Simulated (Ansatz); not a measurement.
# From PBE to G0W0: K2LiScI6 (double perovskite (elpasolite)) (Fm-3m), part 3 of 3

How far does one-shot GW move the PBE gap of K2LiScI6 (double perovskite (elpasolite)) (Fm-3m)?

Ansatz 0.2.0; PBE, then G0W0 on it, plane waves, PAW. Known limits of the many-body steps: finite bands, screening cutoff and k mesh; no spin-orbit coupling in G0W0; screening cutoff under 40 eV in some runs.

So far. Step 3 (Bands along the symmetry lines): Over mesh and path the gap is 2.070 eV, from k = Γ to k = (0.200, 0.000, 0.200), and equal within 1 meV to the least direct gap at k = Γ. Step 4 (G0W0 on the 2×2×2 mesh): Over all 3 irreducible mesh points the G0W0 gap is 4.201 eV, direct, at k = Γ. The PBE gap of this run on the mesh is 2.042 eV. The relaxed cell has a = 11.711 Å (conventional setting).

The structure was built from a prototype and need not be the compound's stable phase.

In doubt: masses and optical values from hybrid runs of this build are listed as unsure (in some of the runs), which bears on the screening that GW takes from such a start.

## (5) Spin-orbit coupling in PBE

This run has two-component orbitals with spin-orbit coupling.

This step: DFT, PBE with spin-orbit coupling, plane waves, PAW.

Contents of input.yaml:

```yaml
crystal:
  lattice:
    - [0.0, 5.8553772128, 5.8553772128]
    - [5.8553772128, 0.0, 5.8553772128]
    - [5.8553772128, 5.8553772128, 0.0]
  atoms:
    - { symbol: K, position: [0.25, 0.25, 0.25] }
    - { symbol: K, position: [0.75, 0.75, 0.75] }
    - { symbol: Li, position: [0.0, 0.0, 0.0] }
    - { symbol: Sc, position: [0.5, 0.5, 0.5] }
    - { symbol: I, position: [0.2533847642, 0.7466152358, 0.7466152358] }
    - { symbol: I, position: [0.2533847642, 0.7466152358, 0.2533847642] }
    - { symbol: I, position: [0.7466152358, 0.2533847642, 0.7466152358] }
    - { symbol: I, position: [0.7466152358, 0.2533847642, 0.2533847642] }
    - { symbol: I, position: [0.7466152358, 0.7466152358, 0.2533847642] }
    - { symbol: I, position: [0.2533847642, 0.2533847642, 0.7466152358] }
kpoints:
  mp_grid: { grid: [4, 4, 4] }
  band_path:
    path:
      - [0.0, 0.0, 0.0]
      - [0.5, 0.0, 0.5]
      - [0.625, 0.25, 0.625]
      - [0.375, 0.375, 0.75]
      - [0.5, 0.5, 0.5]
      - [0.5, 0.25, 0.75]
      - [0.2, 0.0, 0.2]
    npoints: 1
hamiltonian:
  xc: pbe
scf:
  occupations: { method: fixed }
  n_extra_bands: 14
magnetization:
  noncollinear: true
  spin_orbit: true
output:
  eigenvalues: true
  forces: true
  stress: true
```

On the command line:

```console
$ ansatz run input.yaml --threads 8 --pin off --max-ram 17510MiB --backend cpu --events-out ev --progress --plain --runs-dir out
```

Numbers of over 12 decimals in the logs are rounded to 6 here.

Log:

```text
[...]
non-collinear run that drives no moment, with spin-orbit: no starting moment large enough to seed its density (crystal.atoms[].spin), no starting occupations that ask for one, no magnetisation constraint and no magnetic field, so the semilocal B_xc is pinned to zero
Crystal: 10 atoms, lattice volume = 401.508 Å³
Basis set: ecut = 420 eV, 7799 PW (Γ), exchange–correlation on 120×120×120 points (8 copies of the dense FFT grid, shifted against one another)
Bands: 148, of which v1, the nominal top of the filled ones, is band 134 counted from 1 (133 counted from 0)
Symmetry: 48 space group operations + 48 with time reversal
[...]
k-points: 8 of 64
Projection manifold: j_resolved (fully-relativistic pseudo-atomic orbitals)
[...]
SCF iter   1: F=—  HF=-50530.609136 eV  |F-HF|=—  |Δ(HF+E_count)|=         —  Δρ=9.27e-2  dr2=9.15e1  dr2_m=0.00e0 (ungated)  ethr=3.10e-3  |M|=0.00e0 ∫|m|=0.00e0 μB  |m|>n=0.0e0 m-floor=0.0e0 τ_xc=0.0e0  β_m=0.30  ⟨swp⟩=5.1  Hψ=2292  notcnv=0  defer=68
[...]
spin=Noncollinear: Resta preconditioning applied to the charge; magnetization (m_x, m_y, m_z) channels mix plain (no charge-response kernel on spin).
SCF iter   2: F=—  HF=-50527.047044 eV  |F-HF|=—  |Δ(HF+E_count)|=    3.56e0  Δρ=3.12e-2  dr2=6.90e0  dr2_m=0.00e0 (ungated)  ethr=3.10e-3  |M|=0.00e0 ∫|m|=0.00e0 μB  |m|>n=0.0e0 m-floor=0.0e0 τ_xc=0.0e0  β_m=0.27  ⟨swp⟩=7.9  Hψ=1443  notcnv=0  defer=80
[...]
site 6: m = (+0.0000, +0.0000, +0.0000) μB, |m| = 0.0000 μB  (R = 1.19 Å)
  site 7: m = (+0.0000, +0.0000, +0.0000) μB, |m| = 0.0000 μB  (R = 1.19 Å)
  site 8: m = (+0.0000, +0.0000, +0.0000) μB, |m| = 0.0000 μB  (R = 1.19 Å)
  site 9: m = (+0.0000, +0.0000, +0.0000) μB, |m| = 0.0000 μB  (R = 1.19 Å)
Free energy (F): -50524.786325 eV
[...]
Internal energy: -50524.786325 eV  (E = F + TS)
E sigma→0 (E₀):  -50524.786325 eV
Fermi energy:    3.976127 eV
[...]
--- Forces (eV/Å), atoms counted from 1 ---
  atom   1  K      0.00000000    -0.00000000     0.00000000
  atom   2  K      0.00000000     0.00000000    -0.00000000
  atom   3  Li    -0.00000000     0.00000000     0.00000000
  atom   4  Sc     0.00000000    -0.00000000     0.00000000
  atom   5  I      0.00800120    -0.00000000     0.00000000
  atom   6  I     -0.00000000    -0.00800120     0.00000000
  atom   7  I      0.00000000     0.00800120    -0.00000000
  atom   8  I     -0.00800120     0.00000000     0.00000000
  atom   9  I      0.00000000     0.00000000     0.00800120
  atom  10  I     -0.00000000     0.00000000    -0.00800120
  max |Σ_I F_I| component: 5.49e-18 eV/Å
--- Stress (GPa, compression-positive) ---
        0.043309       0.000000       0.000000
       -0.000000       0.043309      -0.000000
        0.000000      -0.000000       0.043309
  P = ⅓ Tr σ = 0.0433 GPa (0.433 kbar)
--- Band table (eV; the first three rows and the last of 8) ---
  k-point 0: bands = [... 130 lower, 3.9761, 3.9761, 3.9761, 3.9761, 5.8508, 5.8508, 5.8508, 5.8508, ... 10 higher]
  k-point 1: bands = [... 130 lower, 3.7815, 3.7815, 3.7881, 3.7881, 5.9093, 5.9093, 5.9506, 5.9506, ... 10 higher]
  k-point 2: bands = [... 130 lower, 3.5028, 3.5028, 3.6870, 3.6870, 5.9359, 5.9359, 6.0248, 6.0248, ... 10 higher]
  k-point 7: bands = [... 130 lower, 3.4362, 3.4362, 3.5062, 3.5062, 6.0425, 6.0425, 6.0615, 6.0615, ... 10 higher]
[key lines of the parts left out:]
SCF converged after 12 iterations
Magnetization: |M| = 0.0000 μB,  M = (+0.0000, +0.0000, +0.0000) μB
```

Wall time 53 s (8 threads of Arm Neoverse V2, shared host); peak memory 5.3 GiB; 6.6 min of CPU time.

Numbers from this step:

```
pressure             : 0.04331 GPa
gap                  : 1.875 eV
valence top at       : Γ
conduction bottom at : Γ
least direct gap     : 1.875 eV
```

Over mesh and listed points the gap is 1.875 eV, direct, at k = Γ. PBE+SOC against PBE: 1.875 − 2.070 = −0.195 eV. Mesh, set of files and cutoff are the same, but the conduction bottom lies at another k point, so this need not be the shift of one pair of states. The spin-orbit run sees mesh and listed points alone, so its gap is an upper bound: the coupling can move an edge off these points, and the change over the zone, its sign included where it is small, is not known. The program's warnings for this run: metallic iterate.

## (6) The runs together

Each gap is the least one over the points named; times are wall times on shared hosts, not benchmarks. A G0W0 time includes the run's own self-consistent start. Runs with listed points see these and the mesh alone, so an edge that moves elsewhere is missed. Rows marked * are further runs, not shown as steps, whose inputs differ from the G0W0 step on the same start in the columns given; solver thresholds can differ too. Rows marked ? have an edge level that the program doubts.

| level | mesh | files, cutoff | bands summed, screening | points | gap (eV) | valence top | conduction bottom | least direct gap (eV) | time |
| --- | --- | --- | --- | --- | --- | --- | --- | --- | --- |
| PBE | 4×4×4 | soft_2 PAW, 420 eV | - | mesh and path | 2.070 | Γ | (0.200, 0.000, 0.200) | 2.070 | 8.1 s |
| PBE+SOC | 4×4×4 | soft_2 PAW, 420 eV | - | mesh and listed points | 1.875 | Γ | Γ | 1.875 | 53 s |
| G0W0@PBE*? | 2×2×2 | soft_2 PAW, 420 eV | 263, 36 eV | all 3 irreducible mesh points | 4.119 | Γ | Γ | 4.119 | 12 s |
| G0W0@PBE* | 2×2×2 | soft_2 PAW, 420 eV | 624, 72 eV | all 3 irreducible mesh points | 4.149 | Γ | Γ | 4.149 | 45 s |
| G0W0@PBE | 2×2×2 | soft_2 PAW, 420 eV | 1265, 120 eV | all 3 irreducible mesh points | 4.201 | Γ | Γ | 4.201 | 3.7 min |
| G0W0@PBE* | 2×2×2 | soft_2 PAW, 420 eV | 1265, 120 eV, plasmon pole | all 3 irreducible mesh points | 4.366 | Γ | Γ | 4.366 | 3.6 min |

## (7) Summary of results

| Quantity | Value |
| --- | --- |
| PBE gap over mesh and path | 2.070 eV, from k = Γ to k = (0.200, 0.000, 0.200), and equal within 1 meV to the least direct gap at k = Γ |
| G0W0@PBE gap over all 3 irreducible mesh points | 4.201 eV, direct, at k = Γ |
| PBE+SOC gap over mesh and listed points | 1.875 eV |
| GW settings | 2×2×2 mesh, 1198 empty bands, screening to 120 eV |
| known limits | finite bands, screening cutoff and k mesh; no spin-orbit coupling in G0W0; screening cutoff under 40 eV in some runs |

Over all 3 irreducible mesh points the G0W0 gap is 4.201 eV, direct, at k = Γ. The PBE gap of this run on the mesh is 2.042 eV. The two states that bound the G0W0 gap lie that far apart at the start, so the correction of the gap is 4.201 − 2.042 = +2.159 eV. The valence state moves by 2.675 − 3.782 = −1.107 eV and the conduction state by 6.876 − 5.824 = +1.052 eV, on the run's own scale; how far single levels stand from their limit in bands is not shown. Over mesh and path, PBE puts the conduction bottom at k = (0.200, 0.000, 0.200), which is no corrected point. The start's gap on the mesh of the G0W0 run, 2.042 eV, is no wider than the 2.070 eV found there (the runs differ in mesh (4×4×4 and 2×2×2)), so it is not shown that this mesh misses an edge. Levels at other points were not corrected, so a lower G0W0 gap elsewhere in the zone is not ruled out. From 263 bands and 36 eV to 1265 bands and 120 eV the gap moves by 4.201 − 4.119 = +0.082 eV (rung by rung 4.119, 4.149, 4.201 eV); bands and screening cutoff rise together, so their parts are not told apart. An edge row is in doubt in the run with 263 bands, so no limit is drawn and it is not known. With the plasmon pole model in place of the contour deformation model and all else as in the G0W0@PBE row with 1265 bands, the gap differs by 4.366 − 4.201 = +0.165 eV. G0W0 on other starts in this series, not shown as steps and not all at these settings: 4.569 eV on HSE06 (2×2×2, soft_2 PAW, 1265 bands, 120 eV). PBE+SOC against PBE: 1.875 − 2.070 = −0.195 eV. Mesh, set of files and cutoff are the same, but the conduction bottom lies at another k point, so this need not be the shift of one pair of states. The spin-orbit run sees mesh and listed points alone, so its gap is an upper bound: the coupling can move an edge off these points, and the change over the zone, its sign included where it is small, is not known. What spin-orbit coupling does to the G0W0 levels was not computed, so no sum with the G0W0 gap is formed. The G0W0 runs are scalar-relativistic. No pair of G0W0 runs that differ in the mesh alone is shown (2×2×2 is a supercell whose nearest images lie 17 Å apart), so the error from the mesh is not known here. G0W0@PBE runs of this series with other atomic data on the same mesh, not shown as steps, give 4.205 eV (hard PAW, 780 eV, 1843 bands, screening to 156 eV); where bands and cutoffs differ too, the part of the files is not isolated. A screening cutoff under 40 eV is crude: G0W0@PBE with 263 bands at 36 eV.

[Paths, hosts, dates, memory and timing lines, banners, echoed tables and standing remarks are left out of the program output.]

[Logs are printed without paths, hosts, clocks, repeated set-up lines and the standing remarks that a program may print on its own settings, such as how far it seeks lower states.]

[Runs of the session that timed out or met a known fault of the program may be left out.]

[Cells called generated may have been cut or substituted from an entry of the Crystallography Open Database or the Materials Project.]

[Hosts, paths, dates, database ids (printed as entryN), source tags and the programs' standing remarks are cut or masked in the printed files.]

[Where an RPA ε∞ is given, it is that of the G0W0 mesh and is not shown converged in it. Names of k-points follow the symmetry that the program found, which can be lower than the space group named. Band edges on a path are those of the sampled points; other points can move an edge, and change direct to indirect where valleys lie close.]

[Hybrid gaps are those of their k-mesh and are not shown converged in it.]
